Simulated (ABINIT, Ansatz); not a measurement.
## How the form of the self-energy moves the gap of CaHClO (P6_3mc)

How much does the gap of CaHClO (P6_3mc) depend on the approximation to the self-energy?

Main program and level: ABINIT 10.8.3; LDA and many-body steps on it, plane waves.

**1. The starting structure**

The structure is hexagonal, space group P6_3mc (No. 186). The conventional cell has a = 3.870 Å, b = 3.870 Å, c = 9.810 Å, α = 90.00°, β = 90.00°, γ = 120.00°. Ca has 3 O at 2.33 Å and 3 H at 2.77 Å and 4 Cl at 2.87 to 3.11 Å nearest. Nearest to H lie 1 O at 0.97 Å. Nearest to Cl lie 3 H at 2.67 Å and 4 Ca at 2.87 to 3.11 Å. O has 1 H at 0.97 Å and 3 Ca at 2.33 Å nearest. Farther neighbours and most contacts between anions are not listed.

The cell and positions are those that the Materials Project relaxed with its own functionals (PBE, PBE+U or r2SCAN), kept fixed.

**2. Empty states on the mesh, 3×3×2 mesh, 443 bands**

This step: ABINIT 10.8.3; DFT, LDA, plane waves, norm-conserving pseudopotentials.

The sums over transitions need many empty states on a uniform mesh; this step solves for them.

The input, run.abi:

```
acell 3*1.0 Angstrom
rprim 
  3.869837503795 0.000000000001 0.000000000000
  -1.934918751899 3.351377586804 0.000000000000
  0.000000000000 0.000000000000 9.809829070000
ntypat 4
znucl 20 1 17 8
natom 8
typat 1 1 2 2 3 3 4 4
xred 
  0.333333333333 0.666666666667 0.000072350000
  0.666666666667 0.333333333333 0.500072350000
  0.000000000000 0.000000000000 0.166937970000
  0.000000000000 0.000000000000 0.666937970000
  0.333333333333 0.666666666667 0.316666000000
  0.666666666667 0.333333333333 0.816666000000
  0.000000000000 0.000000000000 0.068122680000
  0.000000000000 0.000000000000 0.568122680000
pp_dirpath "pseudos"
pseudos "Ca.upf, H.upf, Cl.upf, O.upf"
ecut 36
ngkpt 3 3 2
nshiftk 1
shiftk 0 0 0
kptopt 1
chksymbreak 0
iscf -2
irdden 1
istwfk *1
nband 443
nbdbuf 40
tolwfr 1e-09
nstep 60
prtvol 0
indata_prefix "in"
outdata_prefix "out"
tmpdata_prefix "tmp"
```

Launch:

```
$ OMP_NUM_THREADS=1 mpirun -n 4 abinit run.abi > log
```

Numbers of over 12 decimals in the logs are rounded to 6 here.

Log:

```text
.Version 10.8.3 of ABINIT. v10.8.2 released Aug 2026.

 Symmetries : space group P6_3 m c (#186); Bravais hP (primitive hexag.)
[... echo of the input left out ...]
== DATASET  1 ==================================================================
-   mpi_nproc: 4, omp_nthreads: 1 (-1 if OMP is not activated)

--- !DatasetInfo
iteration_state: {dtset: 1, }
dimensions: {natom: 8, nkpt: 6, mband: 443, nsppol: 1, nspinor: 1, nspden: 1, mpw: 8886, }
cutoff_energies: {ecut:  36.0, pawecutdg:  -1.0, }
[...]
4.26951    4.28605    4.29043    4.29186    4.30099    4.30099    4.32241    4.32242
   4.32839    4.35203    4.36250    4.36253    4.36933    4.36961    4.38509    4.38614
   4.39328    4.40925    4.43761
 prteigrs : prtvol=0 or 1, do not print more k-points.

== END DATASET(S) ==============================================================
================================================================================

 -outvars: echo values of variables after computation  --------
            nband         443
             nkpt           6
          spgroup         186
 [... the other variables as echoed above ...]

 Calculation completed.
```

Wall time 11 min (4 MPI ranks of Arm Neoverse V1, shared host); peak memory 0.79 GiB; 44 min of CPU time.

This step gave:

* gap: 5.066 eV
* k of the valence top: 0, 0, 0
* k of the conduction bottom: 0, 0, 0
* least direct gap: 5.066 eV
* k points computed: 6
* lowest point of the top converged band, above the valence top: 112.2755 eV

On this mesh the gap is 5.066 eV.

The density comes from a self-consistent run that is not shown.

**3. Screening, 3×3×2 mesh, 178 bands, screening to 141.5 eV**

The RPA dielectric matrix is built and inverted for each q.

This step: RPA screening on LDA, plane waves, norm-conserving pseudopotentials.

Changes to run.abi since step 2:

```diff
@@ -26,10 +26,11 @@
 chksymbreak 0
-iscf -2
-irdden 1
 istwfk *1
-nband 443
-nbdbuf 40
-tolwfr 1e-09
-nstep 60
-prtvol 0
+occopt 1
+irdwfk 1
+optdriver 3
+nband 178
+ecuteps 5.2
+inclvkb 2
+awtr 1
+symchi 1
 indata_prefix "in"
```

Log:

```text
.Version 10.8.3 of ABINIT. v10.8.2 released Aug 2026.

 Symmetries : space group P6_3 m c (#186); Bravais hP (primitive hexag.)
[... echo of the input left out ...]
== DATASET  1 ==================================================================
-   mpi_nproc: 4, omp_nthreads: 1 (-1 if OMP is not activated)

--- !DatasetInfo
iteration_state: {dtset: 1, }
dimensions: {natom: 8, nkpt: 6, mband: 178, nsppol: 1, nspinor: 1, nspden: 1, mpw: 8886, }
cutoff_energies: {ecut:  36.0, pawecutdg:  -1.0, }
electrons: {nelect:   4.80000000E+01, charge:   0.00000000E+00, occopt:   1.00000000E+00, tsmear:   1.00000000E-02, }

 SCREENING: Calculation of the susceptibility and dielectric matrices

 Based on a program developped by R.W. Godby, V. Olevano, G. Onida, and L. Reining.
 Incorporated in ABINIT by V. Olevano, G.-M. Rignanese, and M. Torrent.
.Using double precision arithmetic ; gwpc =  8

[... cell and pseudopotentials left out ...]
--------------------------------------------------------------------------------

 ==== K-mesh for the wavefunctions ====
 Number of points in the irreducible wedge :     6
[... list of points left out ...]
 Together with 12 symmetry operations and time-reversal symmetry
 yields    18 points in the full Brillouin Zone.

 ==== Q-mesh for the screening function ====
 Number of points in the irreducible wedge :     6
[... list of points left out ...]
 Together with 12 symmetry operations and time-reversal symmetry
 yields    18 points in the full Brillouin Zone.

 setmesh: FFT mesh size selected  =    24x   24x   72
          total number of points  =        41472

 vcoul_init : cutoff-mode = AUXILIARY_FUNCTION
 q-points for optical limit:   1
     1)      0.000010    0.000020    0.000030

- screening: taking advantage of time-reversal symmetry
- Maximum band index for partially occupied states nbvw = 24
- Remaining bands to be divided among processors   nbcw = 154
- Number of bands treated by each node ~38

 Number of electrons calculated from density =   48.0000; Expected =   48.0000
 average of density, n =  0.055907
 r_s =    1.6224
 omega_plasma =   22.8081 [eV]

 calculating chi0 at frequencies [eV] :
  1    0.000000E+00    0.000000E+00
  2    0.000000E+00    2.280810E+01

--------------------------------------------------------------------------------
  q-point number  1        q = ( 0.000000, 0.000000, 0.000000) [r.l.u.]
--------------------------------------------------------------------------------
[... chi0 elements left out ...]
 For q-point:  0.000010 0.000020 0.000030
  dielectric constant =   2.9534
  dielectric constant without local fields =   3.3699

  Average fulfillment of the sum rule on Im[epsilon] for q-point    1 :     67.14  [%]
[... wings left out ...]
  q-point number  2        q = ( 0.333333, 0.000000, 0.000000) [r.l.u.]
--------------------------------------------------------------------------------
[... chi0 elements left out ...]
  Average fulfillment of the sum rule on Im[epsilon] for q-point    2 :     67.25  [%]

 [... 4 further q-points ...]
```

Elapsed: 2 min, on 4 MPI ranks; peak memory 1.8 GiB.

This step gave:

- ε∞ with local fields, on this mesh, along the program's q direction: 2.953
- the same without local fields: 3.370
- plasma frequency: 22.81 eV
- plane waves in the screening matrix: 499

Local fields lower ε∞ by 12 %. On a Γ-centred mesh this coarse the value itself is usually too large, while a short band sum pulls it down.

**4. G0W0, Godby-Needs plasmon pole**

The self-energy is evaluated for the states that the input lists, and the levels follow from it, in one-shot runs by the linearised quasiparticle equation.

This step: G0W0 on LDA, plane waves, norm-conserving pseudopotentials.

Changes to run.abi since step 3:

```diff
@@ -29,8 +29,15 @@
 irdwfk 1
-optdriver 3
+optdriver 4
 nband 178
+gwcalctyp 0
+ecutsigx 36
+symsigma 1
+nkptgw 1
+kptgw 
+  0.0000000000 0.0000000000 0.0000000000
+bdgw 
+  23 26
 ecuteps 5.2
-inclvkb 2
-awtr 1
-symchi 1
+irdscr 1
+ppmodel 1
 indata_prefix "in"
```

Log:

```text
.Version 10.8.3 of ABINIT. v10.8.2 released Aug 2026.

 Symmetries : space group P6_3 m c (#186); Bravais hP (primitive hexag.)
[... echo of the input left out ...]
== DATASET  1 ==================================================================
-   mpi_nproc: 4, omp_nthreads: 1 (-1 if OMP is not activated)

--- !DatasetInfo
iteration_state: {dtset: 1, }
dimensions: {natom: 8, nkpt: 6, mband: 178, nsppol: 1, nspinor: 1, nspden: 1, mpw: 8886, }
cutoff_energies: {ecut:  36.0, pawecutdg:  -1.0, }
electrons: {nelect:   4.80000000E+01, charge:   0.00000000E+00, occopt:   1.00000000E+00, tsmear:   1.00000000E-02, }

 SIGMA: Calculation of the GW corrections

 Based on a program developped by R.W. Godby, V. Olevano, G. Onida, and L. Reining.
 Incorporated in ABINIT by V. Olevano, G.-M. Rignanese, and M. Torrent.
.Using double precision arithmetic ; gwpc =  8

[... cell and pseudopotentials left out ...]
--------------------------------------------------------------------------------

 ==== K-mesh for the wavefunctions ====
 Number of points in the irreducible wedge :     6
[... list of points left out ...]
 Together with 12 symmetry operations and time-reversal symmetry
 yields    18 points in the full Brillouin Zone.

 ==== Q-mesh for screening function ====
 Number of points in the irreducible wedge :     6
[... list of points left out ...]
 Together with 12 symmetry operations and time-reversal symmetry
 yields    18 points in the full Brillouin Zone.

 vcoul_init : cutoff-mode = AUXILIARY_FUNCTION
 q-points for optical limit:   1
     1)      0.000010    0.000020    0.000030
 setmesh: FFT mesh size selected  =    36x   36x  108
          total number of points  =       139968

 Number of electrons calculated from density =   48.0000; Expected =   48.0000
 average of density, n =  0.055907
 r_s =    1.6224
 omega_plasma =   22.8081 [eV]

 === KS Band Gaps ===
  >>>> For spin  1
   Minimum direct gap =   5.0657 [eV], located at k-point      :   0.0000  0.0000  0.0000
   Fundamental gap    =   5.0657 [eV], Top of valence bands at :   0.0000  0.0000  0.0000
                                       Bottom of conduction at :   0.0000  0.0000  0.0000
 SIGMA fundamental parameters:
 PLASMON POLE MODEL  1
 number of plane-waves for SigmaX                 8847
 number of plane-waves for SigmaC and W            499
 number of plane-waves for wavefunctions          8847
 number of bands                                   178
 number of independent spin polarizations            1
 number of spinorial components                      1
 number of k-points in IBZ                           6
 number of q-points in IBZ                           6
 number of symmetry operations                      12
 number of k-points in BZ                           18
 number of q-points in BZ                           18
 number of frequencies for dSigma/dE                 9
 frequency step for dSigma/dE [eV]                0.25
 number of omega for Sigma on real axis              0
 max omega for Sigma on real axis  [eV]           0.00
 zcut for avoiding poles [eV]                     0.10

 EPSILON^-1 parameters (SCR file):
 dimension of the eps^-1 matrix on file            499
 dimension of the eps^-1 matrix used               499
 number of plane-waves for wavefunctions          8847
 number of bands                                   178
 number of q-points in IBZ                           6
 number of frequencies                               2
 number of real frequencies                          1
 number of imag frequencies                          1

 matrix elements of self-energy operator (all in [eV])

 Perturbative Calculation

--- !SelfEnergy_ee
iteration_state: {dtset: 1, }
kpoint     : [   0.000,    0.000,    0.000, ]
spin       : 1
KS_gap     :    5.066
QP_gap     :    7.658
Delta_QP_KS:    2.592
data: !SigmaeeData |
     Band     E0 <VxcDFT>   SigX SigC(E0)      Z dSigC/dE  Sig(E)    E-E0       E
       23   0.926 -15.754 -20.089   2.807   0.809  -0.237 -16.990  -1.236  -0.310
       24   0.926 -15.754 -20.089   2.807   0.809  -0.237 -16.990  -1.236  -0.310
       25   5.992  -9.638  -4.893  -3.168   0.859  -0.164  -8.282   1.356   7.348
       26   6.916 -10.917  -5.289  -3.319   0.854  -0.172  -8.946   1.971   8.888

== END DATASET(S) ==============================================================
================================================================================

 -outvars: echo values of variables after computation  --------
           etotal      0.0000000000E+00
            nband         178
             nkpt           6
          spgroup         186
 [... the other variables as echoed above ...]

 Calculation completed.
```

Elapsed: 18 s, on 4 MPI ranks; peak memory 1.4 GiB; 72 s of CPU time.

This step gave:

```
G0W0 gap on the points computed              : 7.658 eV
starting gap on the mesh                     : 5.066 eV
k of the valence top                         : 0, 0, 0
k of the conduction bottom                   : 0, 0, 0
Z at the valence top                         : 0.809
Z at the conduction bottom                   : 0.859
least direct G0W0 gap on the computed points : 7.658 eV
```

The gap on the mesh goes from 5.07 eV to 7.66 eV, a correction of +2.59 eV.

**5. G0W0, Hybertsen-Louie plasmon pole**

Changes to run.abi since step 4:

```diff
@@ -41,3 +41,3 @@
 irdscr 1
-ppmodel 1
+ppmodel 2
 indata_prefix "in"
```

Log:

```text
.Version 10.8.3 of ABINIT. v10.8.2 released Aug 2026.

 Symmetries : space group P6_3 m c (#186); Bravais hP (primitive hexag.)
[... echo of the input left out ...]
== DATASET  1 ==================================================================
-   mpi_nproc: 4, omp_nthreads: 1 (-1 if OMP is not activated)

--- !DatasetInfo
iteration_state: {dtset: 1, }
dimensions: {natom: 8, nkpt: 6, mband: 178, nsppol: 1, nspinor: 1, nspden: 1, mpw: 8886, }
cutoff_energies: {ecut:  36.0, pawecutdg:  -1.0, }
electrons: {nelect:   4.80000000E+01, charge:   0.00000000E+00, occopt:   1.00000000E+00, tsmear:   1.00000000E-02, }

 SIGMA: Calculation of the GW corrections

 Based on a program developped by R.W. Godby, V. Olevano, G. Onida, and L. Reining.
 Incorporated in ABINIT by V. Olevano, G.-M. Rignanese, and M. Torrent.
.Using double precision arithmetic ; gwpc =  8

[... cell and pseudopotentials left out ...]
--------------------------------------------------------------------------------

 ==== K-mesh for the wavefunctions ====
 Number of points in the irreducible wedge :     6
[... list of points left out ...]
 Together with 12 symmetry operations and time-reversal symmetry
 yields    18 points in the full Brillouin Zone.

 ==== Q-mesh for screening function ====
 Number of points in the irreducible wedge :     6
[... list of points left out ...]
 Together with 12 symmetry operations and time-reversal symmetry
 yields    18 points in the full Brillouin Zone.

 vcoul_init : cutoff-mode = AUXILIARY_FUNCTION
 q-points for optical limit:   1
     1)      0.000010    0.000020    0.000030
 setmesh: FFT mesh size selected  =    36x   36x  108
          total number of points  =       139968

 Number of electrons calculated from density =   48.0000; Expected =   48.0000
[...]
number of k-points in IBZ                           6
 number of q-points in IBZ                           6
 number of symmetry operations                      12
 number of k-points in BZ                           18
 number of q-points in BZ                           18
 number of frequencies for dSigma/dE                 9
 frequency step for dSigma/dE [eV]                0.25
 number of omega for Sigma on real axis              0
 max omega for Sigma on real axis  [eV]           0.00
 zcut for avoiding poles [eV]                     0.10

 EPSILON^-1 parameters (SCR file):
 dimension of the eps^-1 matrix on file            499
 dimension of the eps^-1 matrix used               499
 number of plane-waves for wavefunctions          8847
 number of bands                                   178
 number of q-points in IBZ                           6
 number of frequencies                               2
 number of real frequencies                          1
 number of imag frequencies                          1

 matrix elements of self-energy operator (all in [eV])

 Perturbative Calculation

--- !SelfEnergy_ee
iteration_state: {dtset: 1, }
kpoint     : [   0.000,    0.000,    0.000, ]
spin       : 1
KS_gap     :    5.066
QP_gap     :    7.866
Delta_QP_KS:    2.800
data: !SigmaeeData |
     Band     E0 <VxcDFT>   SigX SigC(E0)      Z dSigC/dE  Sig(E)    E-E0       E
       23   0.926 -15.754 -20.089   2.503   0.854  -0.171 -17.319  -1.565  -0.639
       24   0.926 -15.754 -20.089   2.503   0.854  -0.171 -17.319  -1.565  -0.639
       25   5.992  -9.638  -4.893  -3.357   0.889  -0.125  -8.403   1.235   7.227
       26   6.916 -10.917  -5.289  -3.483   0.887  -0.127  -9.014   1.904   8.820

== END DATASET(S) ==============================================================
================================================================================

 -outvars: echo values of variables after computation  --------
           etotal      0.0000000000E+00
            nband         178
             nkpt           6
          spgroup         186
 [... the other variables as echoed above ...]

 Calculation completed.
```

It took 18 s on 4 MPI ranks; peak memory 1.4 GiB.

This step gave:

```
G0W0 gap on the points computed              : 7.866 eV
starting gap on the mesh                     : 5.066 eV
k of the valence top                         : 0, 0, 0
k of the conduction bottom                   : 0, 0, 0
Z at the valence top                         : 0.854
Z at the conduction bottom                   : 0.889
least direct G0W0 gap on the computed points : 7.866 eV
```

Against G0W0 in ABINIT (3×3×2 mesh, 178 bands, screening to 141.5 eV, Godby-Needs plasmon pole), the gap moves by +0.208 eV.

**6. G0W0, von der Linden-Horsch plasmon pole**

Changes to run.abi since step 5:

```diff
@@ -41,3 +41,3 @@
 irdscr 1
-ppmodel 2
+ppmodel 3
 indata_prefix "in"
```

Log:

```text
.Version 10.8.3 of ABINIT. v10.8.2 released Aug 2026.

 Symmetries : space group P6_3 m c (#186); Bravais hP (primitive hexag.)
[... echo of the input left out ...]
== DATASET  1 ==================================================================
-   mpi_nproc: 4, omp_nthreads: 1 (-1 if OMP is not activated)

--- !DatasetInfo
iteration_state: {dtset: 1, }
dimensions: {natom: 8, nkpt: 6, mband: 178, nsppol: 1, nspinor: 1, nspden: 1, mpw: 8886, }
cutoff_energies: {ecut:  36.0, pawecutdg:  -1.0, }
[...]
24   0.926 -15.754 -20.089   2.513   0.872  -0.147 -17.343  -1.589  -0.663
       25   5.992  -9.638  -4.893  -3.465   0.910  -0.099  -8.473   1.165   7.157
       26   6.916 -10.917  -5.289  -3.585   0.909  -0.101  -9.061   1.857   8.773

== END DATASET(S) ==============================================================
================================================================================

 -outvars: echo values of variables after computation  --------
           etotal      0.0000000000E+00
            nband         178
             nkpt           6
          spgroup         186
 [... the other variables as echoed above ...]

 Calculation completed.
```

The job ended after 15 s (4 MPI ranks; peak memory 1.1 GiB).

This step gave:

* G0W0 gap on the points computed: 7.82 eV
* starting gap on the mesh: 5.066 eV
* k of the valence top: 0, 0, 0
* k of the conduction bottom: 0, 0, 0
* least direct G0W0 gap on the computed points: 7.82 eV

Against G0W0 in ABINIT (3×3×2 mesh, 178 bands, screening to 141.5 eV, Godby-Needs plasmon pole), the gap moves by +0.162 eV.

**7. One-shot Hartree-Fock**

This step: one-shot Hartree-Fock on LDA, plane waves, norm-conserving pseudopotentials.

Changes to run.abi since step 6:

```diff
@@ -30,4 +30,4 @@
 optdriver 4
-nband 178
-gwcalctyp 0
+nband 28
+gwcalctyp 5
 ecutsigx 36
@@ -39,5 +39,4 @@
   23 26
-ecuteps 5.2
-irdscr 1
-ppmodel 3
+ixc_sigma 40
+fftgw 31
 indata_prefix "in"
```

Log:

```text
.Version 10.8.3 of ABINIT. v10.8.2 released Aug 2026.

 Symmetries : space group P6_3 m c (#186); Bravais hP (primitive hexag.)
[... echo of the input left out ...]
== DATASET  1 ==================================================================
-   mpi_nproc: 4, omp_nthreads: 1 (-1 if OMP is not activated)

--- !DatasetInfo
iteration_state: {dtset: 1, }
dimensions: {natom: 8, nkpt: 6, mband: 28, nsppol: 1, nspinor: 1, nspden: 1, mpw: 8886, }
cutoff_energies: {ecut:  36.0, pawecutdg:  -1.0, }
[...]
24   0.926 -15.754 -20.089   0.000   1.000   0.000 -20.089  -4.336  -3.409
       25   5.992  -9.638  -4.893   0.000   1.000   0.000  -4.893   4.745  10.737
       26   6.916 -10.917  -5.289   0.000   1.000   0.000  -5.289   5.629  12.545

== END DATASET(S) ==============================================================
================================================================================

 -outvars: echo values of variables after computation  --------
           etotal      0.0000000000E+00
            nband          28
             nkpt           6
          spgroup         186
 [... the other variables as echoed above ...]

 Calculation completed.
```

Elapsed: 5.2 s, on 4 MPI ranks; peak memory 0.21 GiB; 21 s of CPU time.

Numbers from this step:

* quasiparticle gap on the points computed: 14.15 eV
* starting gap on the mesh: 5.066 eV
* k of the valence top: 0, 0, 0
* k of the conduction bottom: 0, 0, 0
* least direct quasiparticle gap on the computed points: 14.15 eV

Against G0W0 in ABINIT (3×3×2 mesh, 178 bands, screening to 141.5 eV, Godby-Needs plasmon pole), the gap moves by +6.488 eV.

(Continued in part 2 of 2.)

[Paths, hosts, dates, memory and timing lines, banners, echoed tables and standing remarks are left out of the program output.]

[Logs are printed without paths, hosts, clocks, repeated set-up lines and the standing remarks that a program may print on its own settings, such as how far it seeks lower states.]

[Runs of the session that timed out or met a known fault of the program may be left out.]

[No measured gap is set beside runs whose start may be inverted or whose files or cutoffs have a known fault.]

[Hosts, paths, dates, database ids (printed as entryN), source tags and the programs' standing remarks are cut or masked in the printed files.]

[G0W0 gaps are taken among the corrected bands and points alone; a level outside them can change the order at an edge.]

[Where Ansatz stands beside ABINIT at settings called matched, ABINIT's density can come from a denser mesh and the files from another edition; pairs whose starting gaps differed by over 0.03 eV were left out, so agreement reads better than it is.]
